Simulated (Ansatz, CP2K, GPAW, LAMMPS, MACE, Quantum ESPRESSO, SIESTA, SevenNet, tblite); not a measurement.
# tblite on amorphous Ge (61 atoms): settings against a plane-wave reference

Wanted: tblite inputs and outputs for amorphous Ge (61 atoms), checked against a plane-wave reference.

Program: tblite 0.8.0. Level of theory: the method is named at each step. Results are calculated unless marked as measured.

**1. The structure**

The cell holds 61 atoms: 61 Ge. Cell: a = 11.099 Å, b = 11.099 Å, c = 11.099 Å, α = 90.0°, β = 90.0°, γ = 90.0°. 61 atoms (61 Ge) placed at random at 5.38 g/cm³, melted at 3500 K for 10 ps at fixed volume with the Tersoff potential (Tersoff, Phys. Rev. B 39, 5566 (1989)). Quenched from 3500 K to 100 K at 5 K/ps and fixed volume, held 5 ps, then minimised at fixed cell.

The yardstick, on the same geometry:

- method: Kohn-Sham DFT, PBE, PAW, plane waves (Ansatz 0.2.0); cutoff 420 eV, Γ point, fermi-dirac smearing of 0.05 eV; PAW set soft_2
- r.m.s. force component: 0.2251 eV/Å
- longest force: 0.8563 eV/Å
- pressure: 5.48 GPa
- SCF cycles: 10
- time: 24 s on 4 threads of Arm Neoverse V2, shared host
- CPU time: 92 s

**2. GFN1-xTB**

Method: GFN1-xTB tight binding, diagonalisation.

Contents of run.py:

```python
import numpy as np
from ase.io import read
from tblite.ase import TBLite

atoms = read("structure.xyz")
atoms.calc = TBLite(method="GFN1-xTB", electronic_temperature=580, accuracy=1.0, max_iterations=250, mixer_damping=0.1, verbosity=1)
energy = atoms.get_potential_energy()
forces = atoms.get_forces()
print(f"energy {energy:.6f} eV")
print("forces (eV/A)")
for i, (a, f) in enumerate(zip(atoms, forces)):
    print(f"{i:4d} {a.symbol:2s} {f[0]:10.5f} {f[1]:10.5f} {f[2]:10.5f}")
stress = -atoms.get_stress(voigt=False) * 160.21766
print("stress (GPa, compression positive)")
for row in stress:
    print(" ".join(f"{x:10.4f}" for x in row))
print("charges (e)")
print(np.array2string(atoms.get_charges(), precision=4, suppress_small=True, max_line_width=110, threshold=100000))
```

Contents of structure.xyz:

```xyz
61
Lattice="11.09880 0.00000 0.00000 0.00000 11.09880 0.00000 0.00000 0.00000 11.09880" Properties=species:S:1:pos:R:3 pbc="T T T"
Ge 3.82465 3.59313 9.66772
Ge 9.40324 1.21454 6.27471
Ge 7.74097 9.55396 3.94951
Ge 3.55317 8.46084 4.95650
Ge 6.34163 3.29623 9.98448
Ge 2.30078 9.24674 8.70168
Ge 5.69302 11.05962 7.44541
Ge 10.45529 5.28869 6.93475
Ge 8.56461 7.16727 11.00957
Ge 0.48158 9.87360 10.17427
Ge 6.89346 5.87415 4.15661
Ge 1.62009 1.41732 3.19856
Ge 0.85572 9.12321 1.43496
Ge 1.10788 3.76960 3.13475
Ge 10.24564 4.50867 4.50456
Ge 3.00089 1.48791 10.39247
Ge 5.86671 10.06939 10.90069
Ge 3.57159 1.51654 1.61943
Ge 1.74040 5.64885 7.17171
Ge 6.54074 4.18980 5.92099
Ge 10.38493 3.01998 11.02977
Ge 3.22387 8.70856 2.39379
Ge 9.23553 7.70889 7.26550
Ge 8.74197 5.65550 8.89913
Ge 0.68424 1.23974 9.81189
Ge 9.20046 1.14895 1.12320
Ge 4.65062 0.87425 5.48037
Ge 3.27625 4.52198 3.96771
Ge 0.72164 4.84895 0.95294
Ge 9.76017 3.23918 8.58059
Ge 6.09457 0.15416 3.61077
Ge 2.71565 3.49324 7.48215
Ge 2.29468 6.42487 4.98159
Ge 8.07837 10.99281 10.32910
Ge 5.18791 7.07926 8.54530
Ge 10.57571 6.99302 1.58857
Ge 0.06826 6.82388 4.04596
Ge 7.35140 7.85440 5.56427
Ge 5.62687 3.06049 1.44495
Ge 5.42221 8.65640 6.67582
Ge 9.78448 10.52355 4.59701
Ge 8.37671 2.91421 4.83874
Ge 4.34030 3.23486 5.70012
Ge 4.16083 10.74708 9.30812
Ge 4.69646 10.53076 1.84584
Ge 2.80700 5.48714 10.90934
Ge 10.89614 11.08470 2.50600
Ge 0.65427 1.92131 7.34607
Ge 8.31589 4.48547 0.20844
Ge 4.33042 6.85617 1.15905
Ge 5.12254 5.15917 2.60489
Ge 6.08270 7.70523 10.75984
Ge 6.51422 5.06338 8.18459
Ge 7.46727 1.97004 2.70300
Ge 2.78247 6.89546 8.91900
Ge 9.38481 9.03387 9.50357
[... 1 atom lines left out ...]
Ge 8.78448 5.42043 2.63119
Ge 2.14118 0.74406 5.54241
Ge 1.84740 9.55729 6.30856
Ge 10.82078 8.64985 5.62709
```

Run with:

```
> OMP_NUM_THREADS=1 python run.py > output.txt
```

Output:

```text
------------------------------------------------------------
  cycle        total energy    energy error   density error
------------------------------------------------------------
      1     -96.67169203511  -9.6632992E+01   3.9188139E-01
      2     -102.0526357517  -5.3809437E+00   2.4163474E-01
      3     -102.7381414700  -6.8550572E-01   2.0118012E-01
      4     -102.6519977477   8.6143722E-02   1.8140457E-01
      5     -102.4021571122   2.4984064E-01   7.7647292E-02
      6     -102.8643222551  -4.6216514E-01   2.2163329E-02
      7     -102.8818849632  -1.7562708E-02   1.4467115E-02
      8     -102.8882868522  -6.4018891E-03   1.1276685E-02
      9     -102.8890018902  -7.1503798E-04   5.3745900E-03
     10     -102.8895624604  -5.6057022E-04   1.9012076E-03
     11     -102.8896608397  -9.8379217E-05   1.4693336E-03
     12     -102.8896731150  -1.2275389E-05   1.2874761E-03
     13     -102.8896708327   2.2823863E-06   7.5725852E-04
     14     -102.8896776929  -6.8602567E-06   5.5127794E-04
     15     -102.8896805751  -2.8821592E-06   4.8644615E-04
     16     -102.8896805968  -2.1746487E-08   3.7446345E-04
     17     -102.8896817253  -1.1284525E-06   1.3244764E-04
     18     -102.8896819755  -2.5018250E-07   9.1383914E-05
     19     -102.8896819659   9.5787840E-09   7.5623677E-05
     20     -102.8896819842  -1.8314083E-08   3.9693683E-05
     21     -102.8896820475  -6.3260842E-08   1.4361460E-05
------------------------------------------------------------
 total:                                   4.891 sec
energy -2799.770856 eV
forces (eV/A)
   0 Ge    0.17329    0.14021   -0.09997
   1 Ge    0.09382   -0.35337    0.26480
   2 Ge   -0.24367   -0.40024   -0.87051
   3 Ge    0.24920    0.07616   -0.19513
   4 Ge   -0.14998   -0.06179    0.14501
   5 Ge    0.02713   -0.02525   -0.09580
   6 Ge    0.17415   -0.17861   -0.02053
   7 Ge   -0.35297    0.00233    0.14119
   8 Ge    0.05435   -0.23961   -0.39103
   9 Ge   -0.13335   -0.09436    0.07036
  10 Ge   -0.05844    0.55407    0.19332
  11 Ge    0.10660   -0.24477    0.07975
  12 Ge   -0.09087   -0.07056   -0.22630
  13 Ge    0.14825   -0.30042   -0.00368
  14 Ge    0.40515    0.24533   -0.14401
  15 Ge   -0.11435   -0.11941    0.24715
  16 Ge    0.18995    0.20740    0.25931
  17 Ge   -0.15435    0.34386    0.16694
  18 Ge   -0.29132    0.05463   -0.04380
  19 Ge    0.37303    0.20106   -0.09545
  20 Ge   -0.05729   -0.19235   -0.25970
  21 Ge   -0.04716   -0.10100    0.25862
  22 Ge   -0.15373   -0.42594   -0.02982
  23 Ge    0.08313    0.53248    0.00332
[...]
53 Ge   -0.28096    0.17432   -0.09859
  54 Ge   -0.01239    0.23596    0.29361
  55 Ge   -0.07511    0.09871    0.10920
  56 Ge   -0.15110   -0.07192   -0.06506
  57 Ge    0.10767    0.13298    0.07937
  58 Ge   -0.04027   -0.26193   -0.12459
  59 Ge   -0.06069    0.30214   -0.27851
  60 Ge    0.01602    0.11492    0.11474
stress (GPa, compression positive)
    6.9086    -0.3482     0.1683
   -0.3482     7.7653    -0.5188
    0.1683    -0.5188     6.6803
charges (e)
[-0.0104  0.0246 -0.2275 -0.0118  0.0235 -0.0063  0.0157  0.0781  0.0457  0.0043  0.0014  0.0058  0.0534
 -0.0221 -0.0543 -0.1014 -0.0347 -0.0302 -0.0666 -0.0443 -0.0075  0.0611  0.0596  0.0154  0.0239  0.0332
 -0.0652 -0.0785  0.0238  0.1174  0.0257 -0.0106 -0.0228 -0.0097 -0.0078  0.0361  0.0458  0.0005  0.062
  0.038  -0.0384  0.0469 -0.0177 -0.0248 -0.0855 -0.0073 -0.0127  0.0097  0.0977 -0.0218 -0.0045 -0.0105
 -0.0182 -0.0312 -0.0135  0.0034  0.0598  0.087   0.0703 -0.019  -0.0531]
```

The job ended after 5.3 s (1 thread of Arm Neoverse V2, shared host; peak memory 0.13 GiB).

Banners, paths, timers and routine set-up lines are dropped from the logs unmarked, and long logs keep their key lines alone; longer cuts are marked.

Compared with the plane-wave run:

| Property | Result |
| --- | --- |
| r.m.s. force component | 0.2147 eV/Å |
| r.m.s. difference of force components | 126.5 meV/Å |
| longest difference of force vectors | 575.5 meV/Å |
| force difference over r.m.s. force | 56.21 % |
| slope of forces against the reference's | 0.7968 |
| correlation of force components | 0.8355 |
| pressure | 7.118 GPa |
| pressure difference | 1.638 GPa |

A closer look about Ge3, which bears the longest force: 10 atoms, nearest first, numbered in the order of the input, with positions taken from that point.

```
atom      x      y      z  distance (Å)  bonds  Mulliken charge (e)     Fx     Fy  Fz (eV/Å)
 Ge3   0.00   0.00   0.00          0.00      3                -0.23  -0.24  -0.40      -0.87
Ge41   2.04   0.97   0.65          2.35      4                -0.04   0.29   0.60       0.21
Ge38  -0.39  -1.70   1.61          2.38      4                 0.00   0.32  -0.22       0.03
Ge31  -1.65   1.70  -0.34          2.39      4                 0.03   0.36   0.05       0.33
Ge61   3.08  -0.90   1.68          3.62      4                -0.05   0.02   0.11       0.11
Ge40  -2.32  -0.90   2.73          3.69      4                 0.04  -0.40   0.26       0.28
Ge54  -0.27   3.51  -1.25          3.74      4                -0.03  -0.28   0.17      -0.10
Ge11  -0.85  -3.68   0.21          3.78      4                 0.00  -0.06   0.55       0.19
Ge47   3.16   1.53  -1.44          3.79      4                -0.01  -0.18  -0.21      -0.13
Ge45  -3.04   0.98  -2.10          3.83      4                -0.09  -0.02  -0.25      -0.08
```

Atoms are counted from 1 here, from 0 in the log.

Forces lie 56 % from the reference's, at 0.058 times its CPU time (on 1 against 4 cores).

**3. What came out**

```
force difference from the reference : tblite GFN1-xTB, 56 %
its CPU time                        : 5.3 s
```

**Reading.** Tight binding differs by 56 % (tblite GFN1-xTB); it is another model, with fitted parameters of its own, and the xTB methods hold dispersion. One electronic-structure run takes under half the reference's CPU time: tblite GFN1-xTB, at 56 % in 5.3 s against 92 s; its pressure misses by +1.6 GPa. Periodic xTB results under one method name differ between programs and library versions. The quench rate of 5 K/ps is many orders above laboratory rates, so the cell is likely richer in defects and strain than a real sample. The network of bonds at the start is that of the classical potential that made the cell, and needn't be the one that DFT or experiment would give. The reference's pressure of 5.5 GPa belongs to a cell and atoms that aren't relaxed at this level. The electronic-structure runs sample only Γ, in a cell whose shortest periodic width is 11 Å, which is coarse for a cell with partly filled levels.

[Also dropped from logs without a mark: logging warnings of Python, and SIESTA's first energy breakdown and zero terms.]

[Logs are printed without paths, hosts, clocks, repeated set-up lines and the standing remarks that a program may print on its own settings, such as how far it seeks lower states.]

[Hosts, paths, dates, database ids (printed as entryN), source tags and the programs' standing remarks are cut or masked in the printed files.]
